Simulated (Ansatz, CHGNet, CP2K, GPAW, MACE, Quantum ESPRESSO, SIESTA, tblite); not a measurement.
# Running phosphorene, 3 layers, N on P sites (72 atoms) with Quantum ESPRESSO

Aim: run phosphorene, 3 layers, N on P sites (72 atoms) in Quantum ESPRESSO and see how near its forces come to a plane-wave reference, and at what cost.

Method: the method is named at each step, in Quantum ESPRESSO 7.5.

## 1. The structure

The cell holds 72 atoms: 48 P and 24 N. Its edges and angles: a = 10.340 Å, b = 9.102 Å, c = 29.176 Å, α = 90.0°, β = 90.0°, γ = 90.0°. It derives from P (phosphorene). 3 layers of phosphorene (a = 3.314 Å), 3 x 2 cells, biaxial strain +4 %, every second layer slid by 0.500 of a1; facing planes 3.38, 3.4 Å apart; 16 Å of vacuum; 24 of 72 P replaced by N at random; displaced by a Gaussian of 0.02 Å. Then every atom was moved at random, 0.02 Å r.m.s. a Cartesian component. Regions: layer 1, 24 atoms (18 P and 6 N); layer 2, 24 atoms (9 N and 15 P); layer 3, 24 atoms (9 N and 15 P). Vacuum lies along c.

The yardstick, on the same geometry:

- method: Kohn-Sham DFT, PBE, PAW, plane waves (Ansatz 0.2.0); cutoff 420 eV, Γ point, fermi-dirac smearing of 0.05 eV; PAW set soft_2
- r.m.s. force component: 1.578 eV/Å
- longest force: 3.85 eV/Å
- spacing of highest filled and lowest empty level: 0.3862 eV
- SCF cycles: 15
- time: 29 s on 4 threads of Arm Neoverse V1, shared host
- CPU time: 1.9 min

## 2. PBE, sssp-1.3.0-efficiency, 60/480 Ry

Method: Kohn-Sham DFT, PBE, SSSP efficiency 1.3.0 pseudopotentials, plane waves.

pw.in

```
&control
  calculation = 'scf'
  pseudo_dir = './pseudo'
  outdir = './tmp'
  disk_io = 'none'
  tprnfor = .true.
/
&system
  ibrav = 0
  nat = 72
  ntyp = 2
  ecutwfc = 60
  ecutrho = 480
  nosym = .true.
  occupations = 'smearing'
  smearing = 'fd'
  degauss = 0.003675
/
&electrons
  conv_thr = 3.6e-07
  electron_maxstep = 100
  mixing_beta = 0.2
  mixing_mode = 'local-TF'
  diagonalization = 'david'
/
ATOMIC_SPECIES
P 30.974 P.upf
N 14.007 N.upf
CELL_PARAMETERS angstrom
10.33970 0.00000 0.00000
0.00000 9.10210 0.00000
0.00000 0.00000 29.17600
ATOMIC_POSITIONS crystal
P 0.99481 0.04209 0.34796
P 0.00049 0.95781 0.27441
N 0.17120 0.20782 0.34874
P 0.16800 0.29084 0.27188
P 0.99838 0.53694 0.34699
P 0.99876 0.45609 0.27314
P 0.16999 0.70774 0.34744
P 0.17123 0.79421 0.27364
P 0.33417 0.03473 0.34767
P 0.33423 0.95896 0.27314
P 0.50178 0.21276 0.34863
P 0.50288 0.29094 0.27336
P 0.33441 0.54758 0.34716
N 0.33878 0.46724 0.27498
N 0.49867 0.71064 0.34718
P 0.49888 0.79477 0.27484
P 0.66669 0.04052 0.34773
P 0.66236 0.96222 0.27232
N 0.83688 0.21246 0.34761
P 0.83854 0.29079 0.27275
P 0.66844 0.54077 0.34687
N 0.66314 0.46123 0.27458
N 0.82824 0.71212 0.34570
P 0.83251 0.78872 0.27383
N 0.16401 0.04048 0.53558
N 0.17114 0.95408 0.46411
P 0.33019 0.20852 0.53856
N 0.33299 0.29515 0.46330
P 0.16325 0.53702 0.53803
P 0.16717 0.46241 0.46296
P 0.33604 0.70989 0.53785
P 0.32894 0.78636 0.46349
N 0.49807 0.03948 0.53646
P 0.49862 0.95910 0.46128
P 0.66437 0.21202 0.53632
P 0.66843 0.28991 0.46220
P 0.50181 0.54072 0.53759
P 0.50187 0.45655 0.46409
N 0.66684 0.70423 0.53479
P 0.66844 0.79011 0.46291
N 0.83276 0.03715 0.53682
P 0.83126 0.96008 0.46269
P 0.99941 0.21092 0.53732
P 0.00162 0.28946 0.46289
N 0.83440 0.54319 0.53806
N 0.83410 0.46054 0.46256
P 0.99888 0.71250 0.53641
N 0.99532 0.79102 0.46493
N 0.99511 0.03888 0.72518
P 0.00109 0.96161 0.65350
N 0.16915 0.20988 0.72572
P 0.16605 0.29444 0.65135
P 0.00133 0.54319 0.72644
P 0.00353 0.46526 0.65417
N 0.16849 0.71381 0.72655
P 0.16890 0.78808 0.65257
[... 12 atom lines left out ...]
P 0.66494 0.54009 0.72563
N 0.66646 0.45775 0.65445
P 0.83297 0.71243 0.72531
N 0.83253 0.79226 0.65363
K_POINTS gamma
```

The run is started by

```console
$ OMP_NUM_THREADS=1 pw.x -in pw.in > output.txt
```

Log:

```text
Program PWSCF
     gamma-point specific algorithms are used
     sticks:   dense  smooth     PW     G-vecs:    dense   smooth      PW
     Sum       12815    6433   1611              3290407  1163619  145341
     bravais-lattice index     =            0
     lattice parameter (alat)  =      19.5392  a.u.
     unit-cell volume          =   18529.8495 (a.u.)^3
     number of atoms/cell      =           72
     number of atomic types    =            2
     number of electrons       =       360.00
     number of Kohn-Sham states=          216
     kinetic-energy cutoff     =      60.0000  Ry
     charge density cutoff     =     480.0000  Ry
     scf convergence threshold =      3.6E-07
     mixing beta               =       0.2000
     number of iterations used =            8  local-TF  mixing
     Exchange-correlation= PBE
                           (   1   4   3   4   0   0   0)
     crystal axes: (cart. coord. in units of alat)
               a(1) = (   1.000000   0.000000   0.000000 )
               a(2) = (   0.000000   0.880306   0.000000 )
               a(3) = (   0.000000   0.000000   2.821745 )
     reciprocal axes: (cart. coord. in units 2 pi/alat)
               b(1) = (  1.000000  0.000000  0.000000 )
               b(2) = (  0.000000  1.135969  0.000000 )
               b(3) = (  0.000000  0.000000  0.354391 )
     PseudoPot. # 1 for P :
     Pseudo is Ultrasoft + core correction, Zval =  5.0
     PseudoPot. # 2 for N :
     Pseudo is Ultrasoft + core correction, Zval =  5.0
     atomic species   valence    mass     pseudopotential
     P                 5.00    30.97400     P ( 1.00)
     N                 5.00    14.00700     N ( 1.00)
     No symmetry found
   Cartesian axes
     number of k points=     1  Fermi-Dirac smearing, width (Ry)=  0.0037
                       cart. coord. in units 2pi/alat
        k(    1) = (   0.0000000   0.0000000   0.0000000), wk =   2.0000000
     Dense  grid:  1645204 G-vectors     FFT dimensions: ( 144, 120, 400)
     Smooth grid:   581810 G-vectors     FFT dimensions: ( 100,  90, 288)
     Initial potential from superposition of free atoms
     starting charge     359.9921, renormalised to     360.0000
     negative rho (up, down):  1.927E-04 0.000E+00
     Starting wfcs are  288 randomized atomic wfcs
     Self-consistent Calculation
     iteration #  1     ecut=    60.00 Ry     beta= 0.20
     negative rho (up, down):  1.125E-06 0.000E+00
     total energy              =   -1151.78010133 Ry
     estimated scf accuracy    <      11.24953922 Ry
     iteration #  2     ecut=    60.00 Ry     beta= 0.20
     negative rho (up, down):  3.031E-05 0.000E+00
     total energy              =   -1151.08243159 Ry
     estimated scf accuracy    <       4.67554395 Ry
     iteration #  3     ecut=    60.00 Ry     beta= 0.20
     negative rho (up, down):  2.680E-05 0.000E+00
     total energy              =   -1151.87910079 Ry
     estimated scf accuracy    <       0.48771430 Ry
     iteration #  4     ecut=    60.00 Ry     beta= 0.20
     negative rho (up, down):  7.695E-06 0.000E+00
     total energy              =   -1151.96551826 Ry
     estimated scf accuracy    <       0.41724354 Ry
     iteration #  5     ecut=    60.00 Ry     beta= 0.20
     negative rho (up, down):  1.550E-06 0.000E+00
     total energy              =   -1151.94899785 Ry
     estimated scf accuracy    <       0.20550819 Ry
     iteration #  6     ecut=    60.00 Ry     beta= 0.20
[...]
total energy              =   -1151.95292324 Ry
     estimated scf accuracy    <       0.05971066 Ry
[...]
c_bands:  1 eigenvalues not converged
[...]
c_bands:  1 eigenvalues not converged
[...]
c_bands:  1 eigenvalues not converged
[...]
total energy              =   -1151.96080567 Ry
[...]
iteration # 29     ecut=    60.00 Ry     beta= 0.20
[...]
total energy              =   -1151.96080612 Ry
     estimated scf accuracy    <       0.00000075 Ry
     iteration # 30     ecut=    60.00 Ry     beta= 0.20
     negative rho (up, down):  1.759E-04 0.000E+00
     total energy              =   -1151.96080622 Ry
     estimated scf accuracy    <       0.00000050 Ry
     iteration # 31     ecut=    60.00 Ry     beta= 0.20
     negative rho (up, down):  2.859E-04 0.000E+00
     End of self-consistent calculation
          k = 0.0000 0.0000 0.0000 ( 72671 PWs)   bands (ev):
   -14.9368 -14.8897 -14.8135 -14.4093 -14.2629 -14.2585 -14.2418 -14.1751
   -14.1138 -14.0697 -14.0610 -14.0055 -13.9681 -13.8740 -13.8327 -13.7664
   -13.7533 -13.6488 -13.6249 -13.6111 -13.3848 -13.3515 -13.2532 -13.2448
   -12.9910 -12.9757 -12.8111 -12.7741 -12.7065 -12.5191 -12.4911 -12.3173
   -12.1735 -12.0453 -11.8055 -11.6709 -11.5734 -11.4489 -11.2432 -10.7103
   -10.6893 -10.5138 -10.4557 -10.2054 -10.0634  -9.9773  -9.9736  -9.9190
[...]
0.4897   0.5768   0.6118   0.6834   0.7409   0.7986   0.8360   0.8583
     0.9722   0.9862   1.0202   1.0853   1.0935   1.1410   1.2133   1.2502
     1.3081   1.3427   1.3904   1.4114   1.4375   1.4763   1.5260   1.5614
     the Fermi energy is    -0.5557 ev
!    total energy              =   -1151.96080607 Ry
     estimated scf accuracy    <       0.00000036 Ry
     smearing contrib. (-TS)   =      -0.00158213 Ry
     internal energy E=F+TS    =   -1151.95922394 Ry
     The total energy is F=E-TS. E is the sum of the following terms:
     one-electron contribution =   -9034.60159083 Ry
     hartree contribution      =    4611.10771705 Ry
     xc contribution           =    -322.10121830 Ry
     ewald contribution        =    3593.63586814 Ry
     convergence has been achieved in  31 iterations
     negative rho (up, down):  2.859E-04 0.000E+00
     Forces acting on atoms (cartesian axes, Ry/au):
     atom    1 type  1   force =     0.00529929    0.10340168   -0.01315524
     atom    2 type  1   force =    -0.00887620   -0.00620224    0.02018143
     atom    3 type  2   force =    -0.00830316   -0.07884557   -0.10757979
     atom    4 type  1   force =     0.04304165    0.04268456    0.10804349
     atom    5 type  1   force =    -0.03015936    0.05606682   -0.01397382
     atom    6 type  1   force =     0.01176168   -0.00943001    0.02321710
[...]
atom   70 type  2   force =    -0.00986894   -0.07561268    0.09372138
     atom   71 type  1   force =    -0.00243608   -0.00753812   -0.09914590
     atom   72 type  2   force =     0.00279272    0.08412371    0.10154153
     Total force =     0.901426     Total SCF correction =     0.001010
     Message from routine punch:
     Nothing written, as per user request (disk_io='none')
```

Elapsed: 43 min, on 1 thread of Arm Neoverse V1, shared host; peak memory 10 GiB.

Banners, paths, timers and routine set-up lines are dropped from the logs unmarked, and long logs keep their key lines alone; longer cuts are marked.

Numbers from this run, and their distance from the reference:

```yaml
r_m_s_force_component: 1.577 eV/Å
r_m_s_difference_of_force_components: 4.493 meV/Å
longest_difference_of_force_vectors: 13.56 meV/Å
force_difference_over_r_m_s_force: 0.2847 %
slope_of_forces_against_the_reference_s: 0.9993
correlation_of_force_components: 1
```

Length of the force difference by element (eV/Å):

| element | atoms | mean | most |
| --- | --- | --- | --- |
| N | 24 | 0.0026 | 0.0065 |
| P | 48 | 0.0089 | 0.014 |

A closer look about N55, which bears the longest force: 12 atoms, nearest first, numbered in the order of the input, with positions taken from that point.

| atom | x | y | z | distance (Å) | Fx | Fy | Fz (eV/Å) |
| --- | --- | --- | --- | --- | --- | --- | --- |
| N55 | 0.00 | 0.00 | 0.00 | 0.00 | 0.31 | -2.43 | -2.97 |
| P56 | 0.00 | 0.68 | -2.16 | 2.26 | -0.29 | 0.33 | 2.68 |
| P61 | 1.68 | -1.57 | -0.05 | 2.30 | 0.18 | 1.99 | -2.18 |
| P53 | -1.73 | -1.55 | 0.00 | 2.32 | 0.86 | 1.55 | 0.07 |
| P57 | 1.75 | 2.96 | -0.02 | 3.44 | -0.23 | 2.80 | -0.43 |
| N63 | 3.45 | -0.08 | 0.00 | 3.45 | -0.25 | -2.21 | -2.71 |
| N49 | -1.79 | 2.96 | -0.04 | 3.46 | -0.04 | 1.58 | -2.72 |
| P71 | -3.47 | -0.01 | -0.04 | 3.47 | -0.06 | -0.19 | -2.55 |
| P54 | -1.71 | -2.26 | -2.11 | 3.53 | -0.21 | -0.68 | 0.03 |
| P50 | -1.73 | 2.26 | -2.13 | 3.55 | -1.16 | -0.76 | 2.61 |
| P58 | 1.73 | 2.23 | -2.17 | 3.56 | -0.12 | -0.30 | 0.63 |
| N62 | 1.72 | -2.33 | -2.17 | 3.62 | 0.01 | -1.86 | 2.61 |

Forces lie 0.28 % from the reference's, at 23 times its CPU time (on 1 against 4 cores).

## 3. Results

| Property | Result |
| --- | --- |
| force difference from the reference | QE PBE, sssp-1.3.0-efficiency, 60/480 Ry, 0.28 % |
| its CPU time | 43 min |

In words: PBE on plane waves or a grid with other potentials, cutoffs or grids differs from the reference by 0.28 % (QE PBE, sssp-1.3.0-efficiency, 60/480 Ry) of the r.m.s. force; this holds the reference's own error, so differences of a few per cent don't tell which side is nearer the exact PBE result (QE's 60 Ry are 816 eV, against the reference's 420 eV). The electronic-structure runs sample only Γ, in a cell whose shortest periodic width is 9 Å.

[Also dropped from logs without a mark: logging warnings of Python, and SIESTA's first energy breakdown and zero terms.]

[Logs are printed without paths, hosts, clocks, repeated set-up lines and the standing remarks that a program may print on its own settings, such as how far it seeks lower states.]

[Hosts, paths, dates, database ids (printed as entryN), source tags and the programs' standing remarks are cut or masked in the printed files.]
